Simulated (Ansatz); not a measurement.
## Mg (Im-3m, 1 atom in the cell): following an unstable mode

Which phase does Mg (Im-3m, 1 atom in the cell) fall into along its unstable mode, and how much energy does it gain?

Program: Ansatz 0.2.0. Level of theory: DFT PBEsol, scalar-relativistic, plane waves, PseudoDojo norm-conserving pseudopotentials. Values are calculated unless marked as measured.

The raw output is cut from this account; settings, times and results stay.

This is not the structure that Mg takes at ambient pressure (hexagonal, No. 194); it is a model or a phase of other conditions.

## (1) Starting point

The structure is cubic, space group Im-3m (No. 229). The conventional cell has a = 3.557 Å, b = 3.557 Å, c = 3.557 Å, α = 90.00°, β = 90.00°, γ = 90.00°. Nearest to Mg lie 8 Mg at 3.08 Å.

## (2) Response at finite wavevector

Stability and thermal properties need the whole zone. Linear response on a 4×4×4 q mesh gives force constants as far as a supercell of that size would.

Input file input.yaml:

```yaml
crystal:
  lattice:
    - [-1.7787033697, 1.7787033697, 1.7787033697]
    - [1.7787033697, -1.7787033697, 1.7787033697]
    - [1.7787033697, 1.7787033697, -1.7787033697]
  atoms:
    - { symbol: Mg, position: [0.0, 0.0, 0.0] }
kpoints:
  mp_grid: { grid: [16, 16, 16] }
hamiltonian:
  xc: pbesol
  pseudopotentials: { kind: nc, accuracy: standard }
scf:
  occupations: { method: methfessel_paxton, width: 0.15 }
output:
  eigenvalues: true
phonons:
  method: dfpt
  qmesh: [4, 4, 4]
  temperatures: { t_max: 1000, t_step: 50 }
  qpath:
    path:
      - [[0.0, 0.0, 0.0], [0.5, -0.5, 0.5], [0.0, 0.0, 0.5], [0.0, 0.0, 0.0], [0.25, 0.25, 0.25], [0.5, -0.5, 0.5]]
      - [[0.25, 0.25, 0.25], [0.0, 0.0, 0.5]]
    npoints: 10
```

Command:

```sh
ansatz run input.yaml --threads 4 --pin off --max-ram 7168MiB --backend cpu --events-out ev --progress --plain --runs-dir out
```

The job ended after 3.3 min (4 threads of Arm Neoverse V2, shared host; peak memory 4.8 GiB; 13 min of CPU time).

This step gave:

| Quantity | Value |
| --- | --- |
| volume per atom | 22.51 Å³ |
| gap on the k-mesh | 0 eV |
| sum-rule residual before enforcement | 0.002210 eV/Å² |
| lowest frequency on the path | -32.50 cm⁻¹ |
| highest frequency on path, mesh or solved points | 255.7 cm⁻¹ |
| lowest mode on the q mesh (acoustic modes at Γ apart) | -32.45 cm⁻¹ |

Frequencies (cm⁻¹) solved at each irreducible wavevector; negative means imaginary. Frequencies by wavevector, by row:

| q in reciprocal lattice units | star | mode 1 | mode 2 | mode 3 |
| --- | --- | --- | --- | --- |
| 0 0 0 | 1 | 0 | 0 | 0 |
| 0 0 0.25 | 12 | -15.4 | 131.6 | 182 |
| 0 0 -0.5 | 6 | -32.5 | 185 | 255.7 |
| 0 0.25 0.25 | 24 | 96.4 | 173.6 | 232.4 |
| 0.25 0.25 0.25 | 2 | 176.2 | 176.2 | 176.2 |
| 0.25 0.25 -0.25 | 6 | 171.9 | 171.9 | 174.3 |
| 0.25 -0.5 -0.5 | 12 | 171.1 | 211.2 | 246.7 |
| -0.5 -0.5 -0.5 | 1 | 237.8 | 237.8 | 237.8 |

Interpolated from a 4×4×4 q mesh. Phonon branches along the path, in cm⁻¹:

| point | branch 1 | branch 2 | branch 3 |
| --- | --- | --- | --- |
| Γ | 0 | 0 | 0 |
| halfway | 172 | 172 | 174 |
| H | 238 | 238 | 238 |
| halfway | 171 | 211 | 247 |
| N | -32 | 185 | 256 |
| halfway | -15 | 132 | 182 |
| Γ | 0 | 0 | 0 |
| halfway | 96 | 96 | 212 |
| P | 176 | 176 | 176 |
| halfway | 144 | 226 | 226 |
| H | 238 | 238 | 238 |
| jump to P | 176 | 176 | 176 |
| halfway | 91 | 180 | 231 |
| N | -32 | 185 | 256 |

Symmetry leaves 8 wavevectors to solve. The lowest mode among them, the acoustic zeros apart, lies at q = (0, 0, -0.5) and is imaginary, 32.5i cm⁻¹, so the energy falls along it.

## (3) The mode frozen in, largest atomic shift 0 Å

The mode followed lies at q = (0, 0, -0.5) with frequency 32.4i cm⁻¹, the softest among the wavevectors solved. At small amplitude the pattern taken leaves space group no. 63 by a symmetry search on the positions. The undistorted cell that holds it gives the zero of energy on the same k mesh.

System of this step: Mg. The structure is cubic, space group Im-3m (No. 229). Conventional cell: a = 3.557 Å, b = 3.557 Å, c = 3.557 Å, α = 90.00°, β = 90.00°, γ = 90.00°. Nearest to Mg lie 8 Mg at 3.08 Å.

input.yaml, the sections that differ from step 2:

```yaml
crystal:
  lattice:
    - [-1.7787033697, 1.7787033697, 1.7787033697]
    - [1.7787033697, -1.7787033697, 1.7787033697]
    - [3.5574067394, 3.5574067394, 0.0]
  atoms:
    - { symbol: Mg, position: [0.0, 0.0, 0.0] }
    - { symbol: Mg, position: [0.5, 0.5, 0.5] }
kpoints:
  mp_grid: { grid: [14, 14, 8] }
output:
  forces: true
  stress: true
  eigenvalues: true
# hamiltonian, scf: as in step 2
# phonons: removed
```

It took 5 s on 4 threads; peak memory 0.73 GiB.

Read from the output:

```
pressure                         : -0.02065 GPa
energy from the undistorted cell : 0 meV/atom
```

The run ends at a pressure of -0.02 GPa.

## (4) The mode frozen in, largest atomic shift 0.14 Å

The atoms are moved along the unstable eigenvector, the largest shift by 0.14 Å, with the cell fixed.

Edit input.yaml of step 3 so:

```diff
@@ -6,4 +6,4 @@
   atoms:
-    - { symbol: Mg, position: [0.0, 0.0, 0.0] }
-    - { symbol: Mg, position: [0.5, 0.5, 0.5] }
+    - { symbol: Mg, position: [0.0278278411, -0.0278278411, 0.0] }
+    - { symbol: Mg, position: [0.4721721589, 0.5278278411, 0.5] }
 kpoints:
```

The job ended after 5.3 s (4 threads; peak memory 0.73 GiB).

This step gave:

```
pressure                         : 0.05627 GPa
energy from the undistorted cell : -0.48 meV/atom
```

The energy, extrapolated to zero smearing, is -0.48 meV/atom against the undistorted cell.

The run ends at a pressure of 0.06 GPa, with forces up to 4.5e-4 eV/Å.

## (5) Energy along the mode, all amplitudes (two of the runs are shown above)

An imaginary frequency means negative curvature, so the energy should fall and then rise again as anharmonic terms take over.

This step gave:

* depth at the lowest point sampled: 0.48 meV/atom
* largest atomic shift at that point: 0.14 Å

The energy from the parent by largest atomic shift:

```
largest atomic shift (Å)  energy from the parent (meV/atom)
                   0.000                                  0
                   0.040                             -0.071
                   0.080                              -0.25
                   0.140                              -0.48
                   0.220                              0.373
                   0.320                               6.87
```

Displacement at unit largest shift by atom:

| atom | x (Å) | y (Å) | z (Å) | size |
| --- | --- | --- | --- | --- |
| Mg1 | -0.707 | 0.707 | 0.000 | 1.000 |
| Mg2 | 0.707 | -0.707 | 0.000 | 1.000 |

The lowest step is at 0.14 Å, 0.48 meV/atom below the parent, and the energy rises beyond it.

## (6) Relaxing from the distorted cell

Starting from the lowest point found, all atoms and the cell are let go, so that strain and other modes of the same symmetry can join in.

Edit input.yaml of step 4 so:

```diff
@@ -19 +19,10 @@
   eigenvalues: true
+  write_density: true
+  write_potential: true
+  elf: true
+  volumetric_format: npy
+relax:
+  adjacent_minimum: "off"
+  f_tol: 0.002
+  max_steps: 120
+  cell: { stress_tol: 0.03 }
```

It took 99 s on 4 threads; peak memory 0.83 GiB; 6.5 min of CPU time.

The steps of the relaxation:

| step | energy less that of the first step (eV) | largest force component (eV/Å) | pressure (GPa) | volume (Å³) |
| --- | --- | --- | --- | --- |
| 1 | 0.0000 | 0.0003 | 0.06 | 45.02 |
| 2 | -0.0038 | 0.0130 | -0.01 | 45.07 |
| 3 | -0.0186 | 0.0642 | 0.06 | 44.89 |
| 4 | -0.0460 | 0.0139 | -0.59 | 45.20 |
| 5 | -0.0327 | 0.0015 | 1.22 | 43.28 |
| 6 | -0.0477 | 0.0243 | 0.37 | 44.37 |
| 7 | -0.0464 | 0.0297 | -0.15 | 44.67 |
| 8 | -0.0507 | 0.0051 | 0.06 | 44.59 |
| 9 | -0.0508 | 0.0004 | 0.01 | 44.63 |
| 10 | -0.0508 | 0.0001 | 0.00 | 44.64 |
| 11* | -0.0562 | 0.0000 | 0.36 | 44.64 |
| 12 | -0.0573 | 0.0004 | 0.07 | 44.96 |
| 13 | -0.0573 | 0.0001 | -0.01 | 45.05 |
| 14* | -0.0574 | 0.0001 | 0.00 | 45.05 |

Relaxation steps marked * repeat the geometry before them on a plane-wave basis chosen anew for their cell, so energy and pressure can jump there. Relaxation steps 5, 7 were tried and not accepted.

Forces are held to the 8 operations that the program found; a distortion that breaks them can't arise in this run.

| cell as run | before | after | change |
| --- | --- | --- | --- |
| a (Å) | 3.081 | 3.169 | +2.9 % |
| b (Å) | 3.081 | 3.169 | +2.9 % |
| c (Å) | 5.031 | 5.178 | +2.9 % |
| γ (°) | 109.47 | 119.96 | +9.6 % |
| volume (Å³/atom) | 22.51 | 22.53 | +0.1 % |

The atoms that moved most (Å, as changes of fractional coordinates times the final cell):

| atom | dx | dy | dz | length |
| --- | --- | --- | --- | --- |
| Mg1 | -0.215 | 0.215 | 0.000 | 0.304 |
| Mg2 | 0.215 | -0.215 | 0.000 | 0.304 |

The relaxed structure:

```cif
data_structure
_symmetry_space_group_name_H-M 'P 1'
_symmetry_Int_Tables_number 1
_cell_length_a 3.1690
_cell_length_b 3.1690
_cell_length_c 5.1779
_cell_angle_alpha 90.000
_cell_angle_beta 90.000
_cell_angle_gamma 119.960
_cell_volume 45.05
loop_
_atom_site_label
_atom_site_type_symbol
_atom_site_fract_x
_atom_site_fract_y
_atom_site_fract_z
_atom_site_occupancy
Mg1 Mg 0.08323 0.91677 0.00000 1
Mg2 Mg 0.41677 0.58323 0.50000 1
```

This step gave:

- pressure: -5.13e-4 GPa
- volume per atom: 22.53 Å³

ELF in the ac plane at fractional y = 0.583, with atoms of Mg within 0.2 Å of it. It is the smooth field of the valence electrons, not physical close to the nuclei.

Values, 22 rows by 16 columns, each cell a mean:
```
0.07 0.11 0.23 0.42 0.58 0.66 0.68 0.69 0.67 0.63 0.50 0.28 0.12 0.06 0.05 0.05
0.11 0.18 0.31 0.47 0.60 0.65 0.67 0.68 0.67 0.63 0.54 0.37 0.20 0.12 0.08 0.08
0.22 0.30 0.42 0.53 0.61 0.64 0.65 0.66 0.65 0.62 0.57 0.47 0.34 0.23 0.18 0.18
0.37 0.43 0.50 0.56 0.60 0.62 0.62 0.62 0.62 0.61 0.58 0.53 0.46 0.39 0.34 0.34
0.47 0.50 0.53 0.56 0.56 0.56 0.55 0.55 0.56 0.56 0.56 0.54 0.52 0.48 0.46 0.46
0.52 0.52 0.51 0.48 0.40 0.33 0.28 0.27 0.31 0.38 0.45 0.50 0.52 0.52 0.51 0.51
0.53 0.50 0.40 0.26 0.13 0.08 0.06 0.06 0.07 0.11 0.21 0.36 0.47 0.52 0.53 0.54
0.53 0.42 0.22 0.08 0.06 0.12 0.21 0.23 0.15 0.07 0.06 0.16 0.36 0.50 0.55 0.55
0.51 0.30 0.10 0.05 0.21 0.53 0.70 0.72 0.61 0.31 0.07 0.06 0.22 0.45 0.56 0.56
0.47 0.21 0.05 0.11 0.53 0.84 0.77 0.74 0.85 0.69 0.21 0.04 0.14 0.39 0.56 0.57
0.45 0.18 0.03 0.19 0.68 0.89 0.48 0.35 0.82 0.81 0.33 0.03 0.11 0.36 0.56 0.57
0.47 0.20 0.05 0.12 0.58 0.86 0.75 0.71 0.85 0.73 0.23 0.04 0.13 0.38 0.56 0.57
0.50 0.29 0.09 0.05 0.25 0.60 0.77 0.78 0.69 0.37 0.08 0.06 0.20 0.44 0.56 0.57
0.52 0.40 0.20 0.07 0.06 0.16 0.28 0.30 0.20 0.08 0.06 0.14 0.34 0.50 0.55 0.56
0.53 0.49 0.38 0.23 0.12 0.07 0.06 0.06 0.06 0.09 0.18 0.33 0.46 0.52 0.54 0.54
0.52 0.52 0.50 0.44 0.35 0.27 0.23 0.22 0.25 0.32 0.41 0.48 0.52 0.52 0.52 0.52
0.49 0.51 0.53 0.55 0.55 0.54 0.52 0.52 0.53 0.54 0.55 0.54 0.52 0.50 0.48 0.47
0.39 0.45 0.51 0.56 0.60 0.61 0.62 0.62 0.61 0.60 0.58 0.54 0.47 0.41 0.37 0.36
0.24 0.32 0.43 0.54 0.61 0.64 0.65 0.65 0.65 0.62 0.57 0.48 0.36 0.26 0.20 0.20
0.12 0.19 0.32 0.48 0.60 0.65 0.67 0.67 0.66 0.63 0.55 0.39 0.22 0.13 0.09 0.09
0.07 0.12 0.24 0.42 0.58 0.66 0.68 0.69 0.67 0.63 0.51 0.29 0.13 0.07 0.05 0.06
0.06 0.10 0.21 0.40 0.57 0.66 0.69 0.70 0.68 0.63 0.48 0.25 0.10 0.06 0.05 0.05
```
Columns run along a (3.2 Å), rows up along c (5.2 Å). Atoms in or near the plane, at fractional coordinates: Mg at (0.42, 0.50).

Valence density in the ac plane at fractional y = 0.583, with atoms of Mg within 0.2 Å of it. It is the smooth field of the valence electrons, not physical close to the nuclei.

Ten steps, logarithmic in the rise over the least value, from '0' (0 e/Å³) to '9' (22 e/Å³):
```
1111111111111111
1111111111111111
1111111111111111
1111111111111111
1111111111111111
1111111011111111
1111111111111111
1111110011111111
1111112211111111
1111233332111111
1111367864211111
1102589996311111
0203599997311111
1102589996311111
1111367864211111
1111233332111111
1111112211111111
1111110011111111
1111111111111111
1111111011111111
1111111111111111
1111111111111111
1111111111111111
1111111111111111
1111111111111111
1111111111111111
```
Columns run along a (3.2 Å), rows up along c (5.2 Å). Atoms in or near the plane, at fractional coordinates: Mg at (0.42, 0.50).

Electrostatic potential energy in the ac plane at fractional y = 0.583, with atoms of Mg within 0.2 Å of it. With pseudopotentials it is smooth inside the atoms' cores, unlike the true potential.

Ten even steps from '_' (-52 eV) to '@' (8 eV):
```
%%%%@@@@@@@@@@@@@@@@@@@@%%%%%%%%
%%@@@@@@@@@@@@@@@@@@@@@@@@%%%%%%
@@@@@@@@@@@@@@@@@@@@@@@@@@@@@@@@
@@@@@@@@@@@@@@@@@@@@@@@@@@@@@@@@
@@@@@@@@@@@@@@@@@@@@@@@@@@@@@@@@
@@@@@@@@@@@@@@@@@@@@@@@@@@@@@@@@
@@@@@@@@@@@@@@@@@@@@@@@@@@@@@@@@
@@@@@@@@@@%%%%%%%%@@@@@@@@@@@@@@
@@@@@@%%%%########%%%%@@@@@@@@@@
@@@@@@%%##**++++++##%%%%@@@@@@@@
@@@@%%##**--____::++##%%@@@@@@@@
@@@@%%##==________--**%%%%@@@@@@
@@@@%%**--________..**##%%@@@@@@
@@@@%%##==________--**%%%%@@@@@@
@@@@%%##**--____::++##%%@@@@@@@@
@@@@@@%%##**++++++##%%%%@@@@@@@@
@@@@@@%%%%########%%%%@@@@@@@@@@
@@@@@@@@@@%%%%%%%%@@@@@@@@@@@@@@
@@@@@@@@@@@@@@@@@@@@@@@@@@@@@@@@
@@@@@@@@@@@@@@@@@@@@@@@@@@@@@@@@
@@@@@@@@@@@@@@@@@@@@@@@@@@@@@@@@
@@@@@@@@@@@@@@@@@@@@@@@@@@@@@@@@
@@@@@@@@@@@@@@@@@@@@@@@@@@@@@@@@
%%@@@@@@@@@@@@@@@@@@@@@@@@%%%%%%
%%%%@@@@@@@@@@@@@@@@@@@@%%%%%%%%
%%%%@@@@@@@@@@@@@@@@@@@@%%%%%%%%
```
Columns run along a (3.2 Å; values clipped at the 3rd and 97th percentile), rows up along c (5.2 Å). Atoms in or near the plane, at fractional coordinates: Mg at (0.42, 0.50).

The distorted start has space group Cmcm; the relaxation ends in P6_3/mmc.

## (7) The new phase in its own primitive cell

The relaxed structure is symmetrised, reduced to its primitive cell and relaxed tightly, as its phonons need.

input.yaml, the sections that differ from step 6:

```yaml
crystal:
  lattice:
    - [3.1690038891, 0.0, 0.0]
    - [-1.5845019445, 2.7444378726, 0.0]
    - [0.0, 0.0, 5.1779245232]
  atoms:
    - { symbol: Mg, position: [0.3333333333, 0.6666666667, 0.75] }
    - { symbol: Mg, position: [0.6666666667, 0.3333333333, 0.25] }
kpoints:
  mp_grid: { grid: [15, 15, 8] }
output:
  forces: true
  stress: true
  eigenvalues: true
relax:
  adjacent_minimum: "off"
  f_tol: 0.001
  max_steps: 60
  cell: { stress_tol: 0.01 }
# hamiltonian, scf: as in step 6
```

The job ended after 14 s (4 threads; peak memory 0.57 GiB; 55 s of CPU time).

The steps of the relaxation:

| step | energy less that of the first step (eV) | largest force component (eV/Å) | pressure (GPa) | volume (Å³) |
| --- | --- | --- | --- | --- |
| 1 | 0.0000 | 0.0000 | -0.01 | 45.03 |
| 2 | -0.0017 | 0.0000 | 0.00 | 45.03 |
| 3 | -0.0021 | 0.0000 | 0.01 | 45.01 |
| 4 | -0.0021 | 0.0000 | -0.01 | 45.03 |
| 5* | -0.0021 | 0.0000 | 0.00 | 45.03 |

Relaxation steps marked * repeat the geometry before them on a plane-wave basis chosen anew for their cell, so energy and pressure can jump there.

The run keeps the 24 symmetry operations that the program found, so distortions that break them were not tested.

```csv
"conventional cell, symmetrised",before,after,change
a (Å),3.169,3.190,+0.7 %
b (Å),3.169,3.190,+0.7 %
c (Å),5.178,5.108,-1.4 %
volume (Å³/atom),22.52,22.51,-0.0 %
```

The relaxed structure:

```
Mg
1.0
     3.19050    0.00000    0.00000
    -1.59525    2.76305    0.00000
     0.00000    0.00000    5.10793
Mg
2
Direct
  0.33333 0.66667 0.75000
  0.66667 0.33333 0.25000
```

Numbers from this step:

```yaml
pressure: -0.002691 GPa
volume_per_atom: 22.51 Å³
```

The forces vanish by symmetry and the pressure is -0.003 GPa, within the tolerances set. The cell now holds 22.51 Å³/atom.

## (8) Modes of the new phase, k-mesh 15×15×8

A relaxed structure may still be a saddle point, so its zone-centre modes are computed. No field response is asked, since the mesh shows no gap.

input.yaml, the sections that differ from step 7:

```yaml
crystal:
  lattice:
    - [3.1904953343, 0.0, 0.0]
    - [-1.5952476671, 2.7630500102, 0.0]
    - [0.0, 0.0, 5.1079321894]
  atoms:
    - { symbol: Mg, position: [0.3333333333, 0.6666666667, 0.75] }
    - { symbol: Mg, position: [0.6666666667, 0.3333333333, 0.25] }
output:
  eigenvalues: true
phonons:
  method: dfpt
# kpoints, hamiltonian, scf: as in step 7
# relax: removed
```

Wall time 33 s (4 threads); peak memory 1.5 GiB.

Read from the output:

| Property | Result |
| --- | --- |
| sum-rule residual before enforcement | 0.006359 eV/Å² |
| point group | 6/mmm |
| highest optical mode at the zone centre (no LO-TO term) | 256.2 cm⁻¹ |
| lowest optical zone-centre mode | 130.4 cm⁻¹ |

Patterns of degenerate modes are one choice out of their space. Modes at Γ:

| mode | frequency (cm⁻¹) | symmetry |
| --- | --- | --- |
| 1 | 0.0 | acoustic |
| 2 | 0.0 | acoustic |
| 3 | 0.0 | acoustic |
| 4 | 130.4 | E2g |
| 5 | 130.4 | E2g |
| 6 | 256.2 | B1g |

Displacements in mode 4 (130.4 cm⁻¹), the largest set to 1:
```
Mg1  1.00  0.00  0.00
Mg2 -1.00  0.00  0.00
```

Displacements in mode 6 (256.2 cm⁻¹), the largest set to 1:
```
Mg1  0.00  0.00  1.00
Mg2  0.00  0.00 -1.00
```

Before it was imposed, the acoustic sum rule was missed by 0.0064 eV/Å². Small misses are needed for a sound result but don't prove that mesh and cutoff are converged. The lowest optical mode is real, 130 cm⁻¹.

## (9) The phases reached

The phases reached along the modes that were followed are set side by side.

Energies are those of the first relaxation, on the mesh of the frozen mode; space group, volume and gap are those of the last relaxation. Phases, by row:

```
            mode frozen in  space group  energy from parent (meV/atom)  volume (Å³/atom)  gap on mesh (eV)  lowest zone-centre optical mode (cm⁻¹)  largest shift (Å)
                    parent        Im-3m                              0             22.51                 0                                       –                  –
q = (0, 0, -0.5), 32i cm⁻¹     P6_3/mmc                         -29.19             22.51                 0                                   130.4              0.457
```

## (10) Outcome

```json
{
 "unstable mode of the parent": "q = (0, 0, -0.5), 32i cm⁻¹",
 "depth at the lowest point sampled": "0.48 meV/atom",
 "largest atomic shift at that point": "0.14 Å",
 "space group reached": "P6_3/mmc",
 "energy gained over the parent (first relaxation, on the mesh of the frozen mode)": "29.2 meV/atom",
 "volume per atom, phase reached": "22.5 Å³",
 "lowest optical zone-centre mode, phase reached": "130 cm⁻¹",
 "highest optical mode at the zone centre (no LO-TO term), phase reached": "256 cm⁻¹"
}
```

In words: Along this mode the structure falls into P6_3/mmc, 29.2 meV/atom below the parent. At the parent's cell the well is 0.48 meV/atom deep on the steps tried, with its lowest point at a shift of 0.14 Å. Relaxing atoms and cell changes the gain by +28.71 meV/atom against the lowest step (energies at zero smearing). Most of the total comes from this relaxation. The new phase has no imaginary mode at the zone centre of its cell; other wavevectors were not checked. So shallow a well is near the error of the k mesh. Each path keeps the symmetry of its pattern, so a lower phase may lie along a pattern not tried. With no gap, or one that is small against the smearing, the frequencies hang on the k mesh and the smearing, most of all near Kohn anomalies. A phonon run warned that its eigensolver left some bands unconverged in a pass.

[Long decimals in the printed logs are rounded to 6 places.]

[Logs are printed without paths, hosts, clocks, repeated set-up lines and the standing remarks that a program may print on its own settings, such as how far it seeks lower states.]

[Hosts, paths, dates, database ids (printed as entryN), source tags and the programs' standing remarks are cut or masked in the printed files.]

[Where the starting crystal was built by hand or by swapping elements, it need not be the compound's stable phase.]
